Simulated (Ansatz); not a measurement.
**A failed many-body run on CsCu2I3 (Cmcm)**

Aim: the G0W0 gap of CsCu2I3 (Cmcm). The first input has a fault.

Method: G0W0 on r2SCAN, plane waves, PAW; PAW set soft_1, in Ansatz 0.2.0.

In doubt: one-shot GW on d or f shells is unsure, so the values of those runs are not to be relied on.

## Step 1: Starting point

Symmetry: Cmcm, No. 63, orthorhombic system. The conventional cell has a = 10.548 Å, b = 13.172 Å, c = 6.097 Å, α = 90.00°, β = 90.00°, γ = 90.00°. Nearest to Cs lie 10 I at 3.88 to 4.47 Å. Nearest to Cu lie 4 I at 2.60 to 2.70 Å. Nearest to I lie 4 Cu at 2.70 Å and 2 Cs at 4.09 Å. I has 2 Cu at 2.60 Å and 4 Cs at 3.88 to 4.47 Å nearest. Farther neighbours and most contacts between anions are not listed.

The cell and positions come from the Crystallography Open Database and are kept as given unless a step says otherwise. Spin-orbit coupling is left out unless a step names it.

## Step 2: First try

Contents of input.yaml:

```yaml
crystal:
  lattice:
    - [5.27395, -6.58625, 0.0]
    - [5.27395, 6.58625, 0.0]
    - [0.0, 0.0, 6.09718]
  atoms:
    - { symbol: Cs, position: [0.3278, 0.6722, 0.25] }
    - { symbol: Cs, position: [0.6722, 0.3278, 0.75] }
    - { symbol: Cu, position: [0.851, 0.851, 0.0] }
    - { symbol: Cu, position: [0.149, 0.149, 0.5] }
    - { symbol: Cu, position: [0.149, 0.149, 0.0] }
    - { symbol: Cu, position: [0.851, 0.851, 0.5] }
    - { symbol: I, position: [0.8796, 0.1204, 0.25] }
    - { symbol: I, position: [0.1204, 0.8796, 0.75] }
    - { symbol: I, position: [0.836, 0.598, 0.25] }
    - { symbol: I, position: [0.164, 0.402, 0.75] }
    - { symbol: I, position: [0.598, 0.836, 0.75] }
    - { symbol: I, position: [0.402, 0.164, 0.25] }
kpoints:
  mp_grid: { grid: [2, 2, 2] }
hamiltonian:
  xc: r2scan
  pseudopotentials: { kind: paw, azcp: { folder: soft_1 } }
scf:
  occupations: { method: fixed }
gw:
  n_empty_bands: 447
  ecut_chi: 2
  qp_bands: [v4, c4]
  qp_kpoints: band_edges
  screening: { model: contour_deformation }
```

Launch:

```console
$ ansatz run input.yaml --threads 24 --pin off --max-ram 82944MiB --backend cuda --events-out ev --progress --plain --runs-dir out --devices 1 --max-vram 78GiB
```

Numbers of over 12 decimals in the logs are rounded to 6 here.

Log:

```text
GPUs: using 1 of 1 available (devices: 1).
Engine: ansatz 0.2.0, aarch64-unknown-linux-gnu
Pseudopotentials: kind: paw
Pseudopotential: Cs, paw, valence charge 9, recommended cutoff 500 eV (meta_gga), soft_1/Cs.paw.azcp
Pseudopotential: Cu, paw, valence charge 19, recommended cutoff 500 eV (meta_gga), soft_1/Cu.paw.azcp
Pseudopotential: I, paw, valence charge 17, recommended cutoff 500 eV (meta_gga), soft_1/I.paw.azcp
Functional definition: r2SCAN
  parameter k0 = 0.174
  parameter k1 = 0.065
  parameter a1 = 4.9479
  exchange = r2scan_x(k0 = k0, k1 = k1, a1 = a1)
  correlation = r2scan_c
[...]
Crystal: 12 atoms, lattice volume = 423.578 Å³
Basis set: ecut = 500 eV, 10765 PW (Γ), exchange–correlation on 256×256×180 points (64 copies of the dense FFT grid, shifted against one another)
Bands: 118, of which v1, the nominal top of the filled ones, is band 98 counted from 1 (97 counted from 0)
Symmetry: 8 space group operations
Space group: Cmcm (ITA 63), of the structure as read, at distance tolerance 7.5e-5 Å
k-points: 6 of 8
Non-local potential: Cs, projectors of the file, l = 0: 3, l = 1: 2, l = 2: 2, l = 3: 2
Non-local potential: Cu, projectors of the file, l = 0: 3, l = 1: 2, l = 2: 3, l = 3: 1
Non-local potential: I, projectors of the file, l = 0: 2, l = 1: 2, l = 2: 2, l = 3: 1
PAW form: soft (Blöchl's): semilocal exchange-correlation on the pseudo side does not see the compensation charge
PAW frozen core: Cs, regenerated for the run's functional (the file was generated under x = pbe(κ = 0.804, μ = 0.219515), c = pbe(β = 0.066725))
PAW frozen core: Cu, regenerated for the run's functional (the file was generated under x = pbe(κ = 0.804, μ = 0.219515), c = pbe(β = 0.066725))
PAW frozen core: I, regenerated for the run's functional (the file was generated under x = pbe(κ = 0.804, μ = 0.219515), c = pbe(β = 0.066725))
PAW one-centre angular grid: Cs, 302 points (default); XC on 160 Gauss nodes
PAW one-centre angular grid: Cu, 590 points (default); XC on 160 Gauss nodes
PAW one-centre angular grid: I, 590 points (default); XC on 160 Gauss nodes
Initial density: superposition of atomic densities (chi_scale 0.1, normalization cell, long waves kept (reshape's long-wave potential 0.02 eV rms))
Initial wavefunctions: pseudopotential atomic-orbital guess
[...]
Functional: x = r2scan, c = r2scan; τ floored in thin density (d = 2e-4 eV/Å³)
SCF iter   1: F=—  HF=-83081.134315 eV  |F-HF|=—  |Δ(HF+E_count)|=         —  Δρ=7.57e-2  dr2=2.48e1  dr2_τ=3.14e-2  ethr=3.10e-3  ⟨swp⟩=5.0  Hψ=2273  notcnv=0  defer=88
preconditioner: auto → Resta (q_TF=auto, 2.399 Å⁻¹)  ε∞=4.1  [insulator: Δε(μ)=2.625 eV  Ē_g=10.171 eV  n_scr=96 (ndim 8)  ℏωp=18.0 eV  f_vac=0.112  ε∞_Penn≈4.1]
SCF iter   2: F=—  HF=-83076.153552 eV  |F-HF|=—  |Δ(HF+E_count)|=    4.98e0  Δρ=4.43e-2  dr2=5.44e0  dr2_τ=1.28e-1  ethr=3.10e-3  ⟨swp⟩=3.5  Hψ=1612  notcnv=0  defer=101
SCF iter   3: F=—  HF=-83074.894972 eV  |F-HF|=—  |Δ(HF+E_count)|=    1.26e0  Δρ=1.88e-2  dr2=1.99e0  dr2_τ=2.42e-2  ethr=2.77e-3  ⟨swp⟩=2.0  Hψ=1437  notcnv=0  defer=96
SCF iter   4: F=—  HF=-83074.559125 eV  |F-HF|=—  |Δ(HF+E_count)|=   3.36e-1  Δρ=5.49e-3  dr2=3.06e-1  dr2_τ=2.27e-3  ethr=1.02e-3  ⟨swp⟩=3.0  Hψ=977  notcnv=0  defer=105
SCF iter   5: F=—  HF=-83074.576543 eV  |F-HF|=—  |Δ(HF+E_count)|=   1.74e-2  Δρ=3.11e-3  dr2=4.73e-2  dr2_τ=9.46e-4  ethr=1.56e-4  ⟨swp⟩=4.0  Hψ=976  notcnv=0  defer=108
SCF iter   6: F=—  HF=-83074.567180 eV  |F-HF|=—  |Δ(HF+E_count)|=   9.36e-3  Δρ=2.98e-3  dr2=2.16e-2  dr2_τ=2.52e-4  ethr=2.41e-5  ⟨swp⟩=3.7  Hψ=989  notcnv=0  defer=108
[...]
SCF iter  10: F=—  HF=-83074.567578 eV  |F-HF|=—  |Δ(HF+E_count)|=   2.66e-6  Δρ=1.21e-5  dr2=6.13e-7  dr2_τ=6.24e-8  ethr=2.13e-8  ⟨swp⟩=2.0  Hψ=1020  notcnv=0  defer=107
SCF iter  11: F=—  HF=-83074.567579 eV  |F-HF|=—  |Δ(HF+E_count)|=   2.37e-7  Δρ=9.71e-6  dr2=2.99e-7  dr2_τ=7.99e-9  ethr=5.10e-11  ⟨swp⟩=17.3  Hψ=4330  notcnv=0
SCF iter  12: F=-83074.567579 eV  HF=-83074.567579 eV  |F-HF|=4.97e-8  |Δ(HF+E_count)|=   3.61e-8  Δρ=3.92e-6  dr2=4.80e-8  dr2_τ=7.57e-10  ethr=5.10e-11  ⟨swp⟩=1.5  Hψ=1923  notcnv=0
SCF 1 converged in 12 iterations: F = -83074.567579 eV  dr2 = 4.80e-8
[...]
SCF converged after 12 iterations
[...]
--- G₀W₀: contour deformation, 6 samples at zero and on the imaginary axis and 1 off it, 8 q-points, 447 empty bands' worth ---
  eigenvalues of the whole cell's RPA ε∞ on this k-mesh (on a slab, of 1 + 4πα/V) = 4.5666, 4.6742, 4.7096; static W/v taken at q = 0 is 0.215683
  bands read: the sum over 545 bands ends inside a degenerate multiplet in 3 slots, whose members it reads at an even weight; the widest, k=1: bands 545 to 546 (counted from 1) at 1/2 each
  gw.qp_kpoints: band_edges: 6 of 6 stored k-points solved, in 1 pass; an edge of the gap read off the rows below is read off those points alone
  `?` marks the rows in doubt; gw_qp.tsv's column doubts and the gw_qp event give each row's grounds
    ik  band        ε_KS         Σx   Σc(E_QP)       V_xc       Z   E_QP_lin       E_QP  E_QP is
     0    95      5.5940   -36.1823     2.9275   -29.5993  0.8709     1.7607     1.9384  root ?
     0    96      6.0468   -32.4539     2.5733   -27.0180  0.8751     3.0837     3.1844  root ?
     0    97      6.0722   -35.6646     2.7150   -29.6203  0.8739     2.6255     2.7430  root ?
     0    98      6.2590   -34.9290     2.6101   -29.1697  0.8755     3.0049     3.1098  root ?
     0    99      8.7516    -6.8065    -2.1970   -10.6998  0.8836    10.4844    10.4479  root
     0   100      9.5794    -7.9310    -2.1719   -11.2079  0.8814    10.6980    10.6843  root
     0   101      9.6731    -7.8799    -2.3154   -11.9015  0.8799    11.4194    11.3792  root
     0   102      9.6909    -8.5514    -2.3312   -12.8957  0.8812    11.7670    11.7039  root
     1    95      5.8714   -37.3375     2.8507   -30.7321  0.8728     1.9622     2.1167  root ?
     1    96      5.8714   -37.3375     2.8507   -30.7321  0.8728     1.9622     2.1167  root ?
     1    97      5.9018   -37.6432     2.8649   -31.0291  0.8725     1.9972     2.1526  root ?
     1    98      5.9018   -37.6432     2.8649   -31.0291  0.8725     1.9972     2.1526  root ?
     1    99      9.3738    -7.3255    -2.2822   -11.3743  0.8816    11.1830    11.1404  root
     1   100      9.3738    -7.3255    -2.2822   -11.3743  0.8816    11.1830    11.1404  root
     1   101      9.6065    -8.0192    -2.3014   -12.1998  0.8814    11.5367    11.4858  root
     1   102      9.6065    -8.0192    -2.3014   -12.1998  0.8814    11.5367    11.4858  root
     2    95      5.6477   -36.6325     2.9369   -29.9963  0.8698     1.7598     1.9483  root ?
     2    96      5.7587   -35.6839     2.8330   -29.3413  0.8724     2.0955     2.2491  root ?
     2    97      6.0130   -36.1635     2.7554   -29.9536  0.8731     2.4291     2.5585  root ?
     2    98      6.1505   -34.9043     2.6410   -29.0595  0.8747     2.8380     2.9467  root ?
     2    99      9.7056    -7.7498    -2.3049   -11.8985  0.8796    11.5993    11.5494  root
     2   100      9.8569    -8.3267    -2.2638   -12.1203  0.8804    11.4170    11.3866  root
     2   101      9.8988    -8.2129    -2.3730   -12.4839  0.8790    11.8527    11.7967  root
     2   102      9.9446    -8.9274    -2.3997   -13.4724  0.8795    12.1744    12.0899  root
     3    95      5.8635   -38.5005     2.9130   -31.6990  0.8719     1.8056     1.9749  root ?
     3    96      5.8635   -38.5005     2.9130   -31.6990  0.8719     1.8056     1.9749  root ?
[...]
3    99      9.7914    -8.3142    -2.3396   -12.6127  0.8801    11.8107    11.7503  root
     3   100      9.7914    -8.3142    -2.3396   -12.6127  0.8801    11.8107    11.7503  root
[...]
4    98      6.0521   -36.2115     2.7446   -30.0239  0.8736     2.4816     2.6091  root ?
[...]
4   102     10.3335    -7.2874    -2.2614   -10.8918  0.8797    11.6990    11.6765  root
     5    95      5.8038   -37.5776     2.8814   -30.9281  0.8721     1.8776     2.0356  root ?
     5    96      5.8038   -37.5776     2.8814   -30.9281  0.8721     1.8776     2.0356  root ?
     5    97      5.9464   -37.9745     2.8488   -31.3559  0.8730     2.0202     2.1765  root ?
     5    98      5.9464   -37.9745     2.8488   -31.3559  0.8730     2.0202     2.1765  root ?
     5    99     10.4189    -7.9485    -2.4338   -12.4860  0.8781    12.6008    12.5226  root
     5   100     10.4189    -7.9485    -2.4338   -12.4860  0.8781    12.6008    12.5226  root
     5   101     10.6051    -8.5950    -2.4738   -13.2537  0.8773    12.8795    12.7900  root
     5   102     10.6051    -8.5950    -2.4738   -13.2537  0.8773    12.8795    12.7900  root
```

Run time: 11 s. Hardware: 1 × NVIDIA GB200 (shared by 2 runs) with 24 threads of Arm Neoverse V2, shared host; peak memory 3.4 GiB; 40 s of CPU time.

**What went wrong?**

The run ended normally, though the input holds a fault or crude settings.

The fault: screening cutoff of a few eV. Such a cutoff keeps only a few plane waves in the dielectric matrix, so local fields and the Coulomb hole are lost.

It printed a gap of 7.26 eV, which is an artefact of the settings.

## Step 3: A better input

G0W0 replaces the xc potential by the self-energy, built once from these orbitals. Only a window of levels is corrected, while the sums run over the empty bands that the input names. This step takes PAW set soft_1 files.

input.yaml: that of step 2 with these lines changed.

```diff
@@ -26,4 +26,4 @@
 gw:
-  n_empty_bands: 447
-  ecut_chi: 2
+  n_empty_bands: 961
+  ecut_chi: 100.0
   qp_bands: [v4, c4]
```

Log:

```text
GPUs: using 1 of 1 available (devices: 1).
[...]
Crystal: 12 atoms, lattice volume = 423.578 Å³
Basis set: ecut = 500 eV, 10765 PW (Γ), exchange–correlation on 256×256×180 points (64 copies of the dense FFT grid, shifted against one another)
Bands: 118, of which v1, the nominal top of the filled ones, is band 98 counted from 1 (97 counted from 0)
[... 1 set-up line as in the run before ...]
[...]
k-points: 6 of 8
[...]
SCF iter   1: F=—  HF=-83081.134315 eV  |F-HF|=—  |Δ(HF+E_count)|=         —  Δρ=7.57e-2  dr2=2.48e1  dr2_τ=3.14e-2  ethr=3.10e-3  ⟨swp⟩=5.0  Hψ=2273  notcnv=0  defer=88
[...]
SCF iter   6: F=—  HF=-83074.567180 eV  |F-HF|=—  |Δ(HF+E_count)|=   9.36e-3  Δρ=2.98e-3  dr2=2.16e-2  dr2_τ=2.52e-4  ethr=2.41e-5  ⟨swp⟩=3.7  Hψ=989  notcnv=0  defer=108
[...]
SCF converged after 12 iterations
[...]
0    95      5.5940   -36.1823     5.9653   -29.5993  0.7183     4.9677     4.9763  root
     0    96      6.0468   -32.4539     4.8178   -27.0180  0.7406     5.4216     5.4289  root
     0    97      6.0722   -35.6646     5.4691   -29.6203  0.7303     5.4905     5.4970  root
     0    98      6.2590   -34.9290     5.1943   -29.1697  0.7359     5.6880     5.6940  root
     0    99      8.7516    -6.8065    -3.6024   -10.6998  0.8229     9.0435     9.0425  root
     0   100      9.5794    -7.9310    -2.9495   -11.2079  0.8179     9.9079     9.9067  root
     0   101      9.6731    -7.8799    -3.4821   -11.9015  0.8100    10.2161    10.2125  root
     0   102      9.6909    -8.5514    -3.6936   -12.8957  0.8061    10.3468    10.3414  root
[...]
5    99     10.4189    -7.9485    -3.9379   -12.4860  0.8046    11.0237    11.0186  root
     5   100     10.4189    -7.9485    -3.9379   -12.4860  0.8046    11.0237    11.0186  root
     5   101     10.6051    -8.5950    -3.9987   -13.2537  0.8005    11.2716    11.2651  root
     5   102     10.6051    -8.5950    -3.9987   -13.2537  0.8005    11.2716    11.2651  root
```

Wall time 13 s (1 × NVIDIA GB200 (shared by 2 runs) with 24 threads); peak memory 4.6 GiB.

This step gave:

| Property | Result |
| --- | --- |
| bands summed | 1059 |
| RPA ε∞ on this mesh (eigenvalues) | 3.810, 3.888, 3.946 |
| plane waves in the screening matrix | 955 |
| q-points in the mesh | 8 |
| G0W0 gap on the mesh | 3.349 eV |
| k of the valence top | 0, 0, 0 |
| k of the conduction bottom | 0, 0, 0 |
| starting gap on the mesh | 2.493 eV |
| Z at the valence top | 0.7359 |
| Z at the conduction bottom | 0.8229 |
| least direct G0W0 gap on the computed points | 3.349 eV |

The gap on the mesh goes from 2.49 eV to 3.35 eV, a correction of +0.86 eV. Between the two edge states, bare exchange in place of the xc potential would open the gap by 9.65 eV, and correlation takes back 8.80 eV.

## Step 4: Results

- first try: converged after 11 s
- better run: G0W0 gap on the mesh 3.35 eV (2×2×2 mesh, 961 empty bands, screening to 100 eV, PAW set soft_1 files)

**Reading.** The second run differs in: empty bands and screening cutoff (eV). Bands and cutoff are finite, so the gap is not at the basis limit. The miss can reach some tenths of an eV and take either sign; the mesh is an error of its own. The 2×2×2 mesh is coarse for this cell (its supercell is 12 Å along the shortest edge). The RPA ε∞ on it, from the r2SCAN start, is 3.81, 3.89 and 3.95; such meshes misread the long-range screening, most where the gap is narrow. A d shell, filled or nearly so, lies near the gap. One-shot GW converges very slowly in bands there, not always from below, and on a semilocal start the gap tends to come out low; starts rich in exact exchange can overshoot instead. The many-body steps are scalar-relativistic: spin-orbit coupling is not in them.

[Paths, hosts, dates, memory and timing lines, banners, echoed tables and standing remarks are left out of the program output.]

[Logs are printed without paths, hosts, clocks, repeated set-up lines and the standing remarks that a program may print on its own settings, such as how far it seeks lower states.]

[Runs of the session that timed out or met a known fault of the program may be left out.]

[Cells called generated may have been cut or substituted from an entry of the Crystallography Open Database or the Materials Project.]

[Hosts, paths, dates, database ids (printed as entryN), source tags and the programs' standing remarks are cut or masked in the printed files.]
